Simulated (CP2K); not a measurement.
Two runs for the C K edge of trifluoromethylketene. Run A: CP2K XAS_TDP, all-electron GAPW, PBEh(45%), aug-cc-pVDZ, TDA, no relativity. Run B differs in one setting.

First lines with a strength over 0.0015. A:

| atom | energy (eV) | states | strength, one atom |
| --- | --- | --- | --- |
| C2 (bonded to C and O) | 282.27 | 1 | 0.0739 |
|  | 285.02 | 1 | 0.0720 |
|  | 290.40 | 1 | 0.0023 |
|  | 290.84 | 1 | 0.0016 |
|  | 292.35 | 1 | 0.0017 |
| C3 (bonded to 2 C and H) | 283.17 | 1 | 0.0296 |
|  | 285.00 | 1 | 0.0050 |
|  | 285.94 | 1 | 0.0207 |
|  | 286.81 | 1 | 0.0076 |
|  | 287.12 | 1 | 0.0043 |
| C4 (bonded to C and 3 F) | 289.24 | 1 | 0.0258 |
|  | 289.80 | 1 | 0.0660 |
|  | 290.38 | 1 | 0.0798 |
|  | 292.04 | 1 | 0.0051 |
|  | 292.63 | 1 | 0.0300 |

B:

| atom | energy (eV) | states | strength, one atom |
| --- | --- | --- | --- |
| C2 (bonded to C and O) | 270.72 | 1 | 0.0456 |
|  | 272.95 | 1 | 0.0397 |
|  | 275.26 | 1 | 0.0023 |
|  | 275.43 | 1 | 0.0024 |
|  | 275.63 | 1 | 0.0019 |
| C3 (bonded to 2 C and H) | 269.79 | 1 | 0.0120 |
|  | 271.07 | 1 | 0.0026 |
|  | 271.12 | 1 | 0.0021 |
|  | 271.69 | 1 | 0.0018 |
|  | 271.71 | 1 | 0.0041 |
| C4 (bonded to C and 3 F) | 273.35 | 1 | 0.0046 |
|  | 275.56 | 1 | 0.0063 |
|  | 277.01 | 1 | 0.0028 |
|  | 277.65 | 1 | 0.0154 |
|  | 278.23 | 1 | 0.0053 |

Q: Which was it: scalar relativity switched on, the basis, GW2X switched on, the functional?

The functional (functional from PBEh(45%) to PBE; the lines alone don't name the new value). A functional moves all lines by electronvolts and changes their spacings and strengths. Against PBEh(45%) in aug-cc-pVDZ, the leading lines move by -11.55 eV (C2, to 270.72) and -13.38 eV (C3, to 269.79); the strength of C2's goes from 0.0739 to 0.0456. For C4 the rule picks another line of the list in the two runs, so no shift is given. The next line of C2 over the strength cut lies 2.23 eV higher, against 2.75.

[Hosts, paths, dates, database ids (printed as entryN), source tags and the programs' standing remarks are cut or masked in the printed files.]
